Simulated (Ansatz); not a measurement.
Planning a run of Ansatz 0.2.0 on BiB4As3 (ordered alloy, started on the zincblende lattice) (P-43m). The input:

```yaml
crystal:
  lattice:
    - [4.9845882649, 0.0, 0.0]
    - [0.0, 4.9845882649, 0.0]
    - [0.0, 0.0, 4.9845882649]
  atoms:
    - { symbol: As, position: [0.5, 0.0, 0.0] }
    - { symbol: B, position: [0.235800132, 0.764199868, 0.764199868] }
    - { symbol: As, position: [0.0, 0.5, 0.0] }
    - { symbol: B, position: [0.764199868, 0.235800132, 0.764199868] }
    - { symbol: As, position: [0.0, 0.0, 0.5] }
    - { symbol: B, position: [0.764199868, 0.764199868, 0.235800132] }
    - { symbol: Bi, position: [0.5, 0.5, 0.5] }
    - { symbol: B, position: [0.235800132, 0.235800132, 0.235800132] }
kpoints:
  mp_grid: { grid: [4, 4, 4] }
  band_path:
    path: [[0.0, 0.0, 0.0], [0.0, 0.5, 0.0], [0.5, 0.5, 0.0], [0.5, 0.5, 0.5]]
    npoints: 1
hamiltonian:
  xc: hse06
scf:
  occupations: { method: fixed }
  n_extra_bands: 6
output:
  eigenvalues: true
```

```sh
ansatz run input.yaml --threads 4 --pin off --max-ram 17510MiB --backend cpu --events-out ev --progress --plain --runs-dir out
```

**Question.** How long will it take on 4 threads of Arm Neoverse V1, shared host, and how much memory?

It took 56 s; on shared hardware allow 28 s to 1.9 min. Peak host memory was 2.4 GiB. The sizes that set the cost: 2469 plane waves a state, 10 irreducible k points and 12 SCF cycles.

Exact exchange couples every pair of k points and filled bands, so it costs far more than a semilocal run.

[Paths, hosts, dates, memory and timing lines, banners, echoed tables and standing remarks are left out of the program output.]

[Logs are printed without paths, hosts, clocks, repeated set-up lines and the standing remarks that a program may print on its own settings, such as how far it seeks lower states.]

[Runs of the session that timed out or met a known fault of the program may be left out.]

[Cells called generated may have been cut or substituted from an entry of the Crystallography Open Database or the Materials Project.]

[Hosts, paths, dates, database ids (printed as entryN), source tags and the programs' standing remarks are cut or masked in the printed files.]
